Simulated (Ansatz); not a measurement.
# Sc3Rh4Pb: relaxing a made-up structure, part 2 of 2

Starting from a made-up structure for Sc3Rh4Pb, the aim is the relaxed cell, its shortest contacts and, where a second run follows, its electronic structure.

Ansatz 0.2.0; DFT, PBE, plane-wave PAW, files of the set soft_1, scalar-relativistic, no spin, cell and ions relaxed at zero pressure; PAW set soft_1 (the session's first sound run).

So far: Starting point; Relaxation of the guess. The relaxed cell has a = 7.219, c = 9.412 Å (conventional setting).

## (3) Bands of the relaxed cell

With the geometry fixed, one more self-consistent run, with a narrower smearing and the mesh shown in its input, gives the bands, and its pressure, and its forces where symmetry allows any, show how far the geometry depends on these settings.

This step: DFT, PBE, plane-wave PAW, files of the set soft_1, scalar-relativistic, no spin, bands and density of states at the relaxed cell; PAW set soft_1 (Ansatz 0.2.0).

File input.yaml:

```yaml
crystal:
  lattice:
    - [3.6095609343, 2.0839809772, 3.1372920063]
    - [-3.6095609343, 2.0839809772, 3.1372920063]
    - [0.0, -4.1679619539, 3.1372920066]
  atoms:
    - { symbol: Pb, position: [0.1538027886, 0.1538027886, 0.1538027886] }
    - { symbol: Rh, position: [0.3699573205, 0.6452310634, 0.1766942336] }
    - { symbol: Rh, position: [0.6452310634, 0.1766942336, 0.3699573205] }
    - { symbol: Rh, position: [0.1766942336, 0.3699573205, 0.6452310634] }
    - { symbol: Rh, position: [0.8255871344, 0.8255871344, 0.8255871344] }
    - { symbol: Sc, position: [0.6627601858, 0.335626172, 0.8456411016] }
    - { symbol: Sc, position: [0.335626172, 0.8456411016, 0.6627601858] }
    - { symbol: Sc, position: [0.8456411016, 0.6627601858, 0.335626172] }
kpoints:
  mp_grid: { grid: [6, 6, 6] }
  band_path:
    path:
      - [[0.0, 0.0, 0.0], [0.5, 0.0, 0.0], [0.5, 0.46082852, -0.46082852]]
      - [[0.53917148, 0.5, 0.46082852], [0.5, 0.5, 0.5], [0.0, 0.0, 0.0], [0.48041426, 0.0, -0.48041426]]
      - [[0.51958574, 0.48041426, 0.0], [0.5, 0.5, 0.0], [0.51958574, 0.51958574, 0.46082852], [0.5, 0.5, 0.5]]
      - [[0.5, 0.0, 0.0], [0.53917148, 0.48041426, 0.48041426]]
    npoints: 8
scf:
  occupations: { method: fermi_dirac, width: 0.03 }
  n_extra_bands: 12
hamiltonian:
  xc: pbe
  pseudopotentials: { kind: paw, azcp: { folder: soft_1 } }
output:
  forces: true
  stress: true
  write_bands: true
  dos: { projected: true }
  write_density: true
  write_potential: true
  elf: true
  volumetric_format: npy
```

Started as:

```
$ ansatz run input.yaml --threads 4 --pin off --max-ram 10240MiB --backend cpu --events-out ev --progress --plain --runs-dir out
```

Numbers of over 12 decimals in the logs are rounded to 6 here.

The program printed:

```text
[...]
Crystal: 8 atoms, lattice volume = 141.597 Å³
Basis set: ecut = 420 eV, 2759 PW (Γ), exchange–correlation on 72×72×72 points (8 copies of the dense FFT grid, shifted against one another)
Bands: 70, of which v1, the nominal top of the filled ones, is band 58 counted from 1 (57 counted from 0)
Symmetry: 3 space group operations
[...]
k-points: 40 of 216 (time reversal used)
[...]
SCF iter   1: F=—  HF=-43949.962280 eV  |F-HF|=—  |Δ(HF+E_count)|=         —  Δρ=2.76e-1  dr2=2.13e2  ethr=3.10e-3  ⟨swp⟩=5.4  Hψ=9617  notcnv=0
[...]
SCF iter  10: F=-43933.475301 eV  HF=-43933.475301 eV  |F-HF|=2.55e-8  |Δ(HF+E_count)|=   3.19e-8  Δρ=4.19e-6  dr2=3.71e-8  ethr=8.70e-11  ⟨swp⟩=16.4  Hψ=19455  notcnv=0
SCF 1 converged in 10 iterations: F = -43933.475301 eV  dr2 = 3.71e-8
[...]
NSCF: frozen V_eff on 76 k-points
SCF converged after 10 iterations
Free energy (F): -43933.475301 eV
[...]
Internal energy: -43933.459866 eV  (E = F + TS)
E sigma→0 (E₀):  -43933.467583 eV
Entropy (-TS):   -0.015435 eV (-1.929 meV/atom)
Fermi energy:    15.857659 eV
[...]
--- Forces (eV/Å), atoms counted from 1 ---
  atom   1  Pb     0.00000000     0.00000000     0.01582980
  atom   2  Rh     0.01531257    -0.01865143     0.00042366
  atom   3  Rh    -0.02380890    -0.00393536     0.00042366
  atom   4  Rh     0.00849633     0.02258679     0.00042366
  atom   5  Rh    -0.00000000     0.00000000     0.00446251
  atom   6  Sc    -0.00956886     0.01164295    -0.00717300
  atom   7  Sc     0.01486752     0.00246540    -0.00717300
  atom   8  Sc    -0.00529866    -0.01410835    -0.00717300
  max |Σ_I F_I| component: 4.43e-5 eV/Å
--- Stress (GPa, compression-positive) ---
       -0.147014       0.000000       0.000000
       -0.000000      -0.147014       0.000000
        0.000000       0.000000       0.219237
  P = ⅓ Tr σ = -0.0249 GPa (-0.249 kbar)
--- Band table (eV; the first three rows and the last of 40) ---
  k-point 0: bands = [... 54 lower, 14.6750, 15.1984, 15.1984, 15.9579, 16.6786, 16.6786, 17.1166, 17.5531, ... 8 higher]
  k-point 1: bands = [... 54 lower, 14.7659, 15.1680, 15.2849, 15.8986, 16.5581, 16.9865, 17.2726, 17.4740, ... 8 higher]
  k-point 2: bands = [... 54 lower, 14.8984, 15.1451, 15.5260, 15.7119, 16.6872, 17.0538, 17.2832, 17.4255, ... 8 higher]
  k-point 39: bands = [... 54 lower, 14.8617, 14.8617, 14.9085, 15.5162, 16.2413, 16.2413, 16.6370, 17.8941, ... 8 higher]
```

Elapsed: 34 s, on 4 threads of Arm Neoverse V1, shared host; peak memory 0.89 GiB; 2.2 min of CPU time.

This step gave:

- free energy: -43933.4753 eV
- energy at zero smearing: -43933.4676 eV
- smearing term TS: 0.01544 eV
- Fermi energy: 15.86 eV
- pressure: -0.02493 GPa

bands.tsv at the labelled points (eV, zero at the Fermi level; the bands that come nearest the Fermi level along the path):

| point | band 55 | band 56 | band 57 | band 58 | band 59 | band 60 | band 61 | band 62 |
| --- | --- | --- | --- | --- | --- | --- | --- | --- |
| Γ | -1.18 | -0.66 | -0.66 | 0.10 | 0.82 | 0.82 | 1.26 | 1.70 |
| L | -0.94 | -0.67 | -0.32 | -0.16 | 0.98 | 1.05 | 1.36 | 1.57 |
| B1 | -1.05 | -1.00 | -0.92 | -0.34 | 0.36 | 0.43 | 0.84 | 2.03 |
| B | -1.05 | -1.00 | -0.92 | -0.34 | 0.36 | 0.43 | 0.84 | 2.03 |
| Z | -1.00 | -1.00 | -0.95 | -0.34 | 0.38 | 0.38 | 0.78 | 2.04 |
| Γ | -1.18 | -0.66 | -0.66 | 0.10 | 0.82 | 0.82 | 1.26 | 1.70 |
| X | -1.13 | -1.03 | -0.88 | 0.20 | 0.82 | 1.10 | 1.36 | 1.70 |
| Q | -1.13 | -1.03 | -0.88 | 0.20 | 0.82 | 1.10 | 1.36 | 1.70 |
| F | -1.13 | -1.04 | -0.88 | 0.20 | 0.83 | 1.10 | 1.35 | 1.70 |
| P1 | -1.04 | -1.00 | -0.92 | -0.34 | 0.36 | 0.42 | 0.82 | 2.03 |
| Z | -1.00 | -1.00 | -0.95 | -0.34 | 0.38 | 0.38 | 0.78 | 2.04 |
| L | -0.94 | -0.67 | -0.32 | -0.16 | 0.98 | 1.05 | 1.36 | 1.57 |
| P | -1.04 | -1.00 | -0.92 | -0.34 | 0.36 | 0.42 | 0.82 | 2.03 |

States per cell as run, both spins, in windows of 1 eV, from dos.tsv (zero at the Fermi level):

```csv
from,to,total
-8,-7,0.00
-7,-6,0.00
-6,-5,0.19
-5,-4,3.40
-4,-3,10.19
-3,-2,13.87
-2,-1,13.94
-1,0,5.41
0,1,3.31
1,2,8.54
```

A further 68.0 states lie below the table's range.

Electrostatic potential energy in the ac plane of the conventional cell at fractional y = 0.000, with atoms of Pb and Rh within 0.2 Å of it. With pseudopotentials it is smooth inside the atoms' cores, unlike the true potential.

Values in eV, 13 rows by 16 columns, each cell a mean:
```
 10  14  18  18  17  15  15  16  12  -1 -15 -11   6  14  15  11
-35 -17  11  18  19  18  17  17  15   9   2   4  12  13  -6 -32
-42 -27   9  18  15   2 -11  -3  12  16  16  15  16  14 -13 -40
  0   9  16  17  10 -19 -38 -28   5  15  13   7   6  11  11   2
 17  16  16  16  15   8   0   5  14  12  -4 -27 -30  -9  11  17
 18  17  16  16  17  18  18  18  18  13  -1 -21 -23  -5  12  17
 19  17   8  -5  -4  10  18  19  18  17  14  11  11  14  17  19
 18  11 -24 -42 -42 -18  13  17  15  12  13  16  17  17  17  18
 17  13  -8 -28 -27  -3  13  10  -6 -19 -11   7  15  17  17  17
 -3   6  13  14  15  17  16   8 -17 -33 -24   1  14  15  10  -1
-21 -23   3  16  17  16  15  14   8   3   6  13  15  10 -16 -23
-23 -18   6  15   8  -9  -8   8  16  16  16  16  16  12 -11 -23
  6  11  16  16   6 -12 -11   7  14  11   5   7  12  15  13   7
```
Columns run along a (7.2 Å; values clipped at the 3rd and 97th percentile), rows up along c (9.4 Å), edges of the conventional cell, whose origin can differ from the input's. Atoms in or near the plane, at fractional coordinates: Pb at (0.00, 0.15), Rh at (0.25, 0.40), Rh at (0.00, 0.83).

ELF in the ac plane of the conventional cell at fractional y = 0.000, with atoms of Pb and Rh within 0.2 Å of it. It is the smooth field of the valence electrons, not physical close to the nuclei.

Values, 13 rows by 16 columns, each cell a mean:
```
0.22 0.22 0.24 0.25 0.24 0.24 0.25 0.25 0.13 0.34 0.62 0.56 0.19 0.17 0.23 0.22
0.62 0.47 0.24 0.23 0.24 0.23 0.25 0.28 0.20 0.17 0.29 0.26 0.18 0.28 0.39 0.58
0.69 0.53 0.25 0.25 0.22 0.30 0.40 0.36 0.30 0.29 0.19 0.16 0.30 0.34 0.45 0.66
0.40 0.35 0.32 0.31 0.27 0.48 0.60 0.53 0.34 0.29 0.18 0.20 0.23 0.23 0.30 0.39
0.41 0.31 0.24 0.27 0.28 0.30 0.33 0.31 0.28 0.17 0.41 0.59 0.57 0.49 0.18 0.34
0.26 0.25 0.29 0.33 0.30 0.24 0.19 0.20 0.20 0.10 0.33 0.58 0.56 0.39 0.12 0.21
0.28 0.28 0.35 0.42 0.38 0.24 0.21 0.24 0.22 0.16 0.11 0.16 0.20 0.22 0.26 0.28
0.22 0.23 0.51 0.69 0.68 0.47 0.27 0.25 0.14 0.11 0.13 0.25 0.36 0.32 0.26 0.23
0.25 0.23 0.38 0.55 0.53 0.38 0.27 0.17 0.45 0.56 0.51 0.23 0.25 0.31 0.27 0.25
0.31 0.30 0.27 0.23 0.20 0.23 0.20 0.17 0.57 0.57 0.62 0.29 0.13 0.30 0.32 0.32
0.08 0.27 0.33 0.28 0.21 0.22 0.24 0.20 0.21 0.28 0.22 0.11 0.22 0.33 0.34 0.13
0.16 0.31 0.34 0.28 0.27 0.39 0.37 0.28 0.28 0.24 0.18 0.19 0.28 0.35 0.36 0.20
0.32 0.32 0.32 0.27 0.32 0.44 0.42 0.31 0.22 0.16 0.25 0.21 0.13 0.24 0.31 0.32
```
Columns run along a (7.2 Å), rows up along c (9.4 Å), edges of the conventional cell, whose origin can differ from the input's. Atoms in or near the plane, at fractional coordinates: Pb at (0.00, 0.15), Rh at (0.25, 0.40), Rh at (0.00, 0.83).

Valence density in the ac plane of the conventional cell at fractional y = 0.000, with atoms of Pb and Rh within 0.2 Å of it. It is the smooth field of the valence electrons, not physical close to the nuclei.

Ten steps, logarithmic in the rise over the least value, from '_' (0 e/Å³) to '@' (12 e/Å³), each cell a mean:
```
....______..::::::....::++**++::____....
==--::______..........::++**++::....::==
%%**==..______..........--==--....--++##
@@%%++::..__..::::::........__....==##@@
@@%%++::....--==++==::..________..==##@@
%%**==::..::++####**--::..______..--++##
==--::....::++##%%##==::....::::::::::--
..........::==****++--....--****==::....
__________..::------....::**%%%%**--..__
__________........______::**%%%%**--____
______........__________..==****==::____
____..::----::..__________..::::::..____
__..--++##**++::..____________........__
..::==##@@@@##==..____________..........
..::++%%@@@@%%==::......................
....--**%%%%**--....==++**==::..........
....::--++==--::..::**%%%%**--..........
----::::......____::**%%%%**--__....::--
##++--::..______....==****==..__..::++**
%%##++::..............::::..____..--**%%
%%##++::..::------::....________..==**%%
##**==::::--++**++--....________..--++##
==--::..::--****++--::........____..--==
..........--==++==--....------..____....
```
Columns run along a (7.2 Å), rows up along c (9.4 Å), edges of the conventional cell, whose origin can differ from the input's. Atoms in or near the plane, at fractional coordinates: Pb at (0.00, 0.15), Rh at (0.25, 0.40), Rh at (0.00, 0.83).

## (4) Summary of results

| Item | Value |
| --- | --- |
| space group, relaxed | R3 |
| conventional cell | a = 7.219, b = 7.219, c = 9.412 Å; α = 90.0°, β = 90.0°, γ = 120.0° |
| volume per atom | 17.70 Å³ (guess 18.10) |

In words: Sc3Rh4Pb relaxes to R3 with a = 7.219, b = 7.219 and c = 9.412 Å. The guessed volume was 2 % too large. The space group R3 was held in the relaxation, so the end point is a stationary structure within it and may be a saddle against distortions or other arrangements. Bands cross the Fermi level, so it is a metal or semimetal at this level. The electron count is odd, which forces that without spin polarisation or a larger cell. On the 6×6×6 mesh with the narrower smearing (relaxed on 5×5×5) the largest force component is 0.024 eV/Å and the largest stress component is 0.219 GPa, against the relaxation's thresholds of 0.015 eV/Å and 0.05 GPa. The cutoff wasn't tested. Spin-orbit coupling is left out, which can matter for elements this heavy. No dispersion term is used, so weakly bound directions may come out too long. The runs have no spin, and magnetism wasn't tested. Nothing here tests whether the compound is stable against decomposition.

[Logs are printed without paths, hosts, clocks, repeated set-up lines and the standing remarks that a program may print on its own settings, such as how far it seeks lower states.]

[Hosts, paths, dates, database ids (printed as entryN), source tags and the programs' standing remarks are cut or masked in the printed files.]
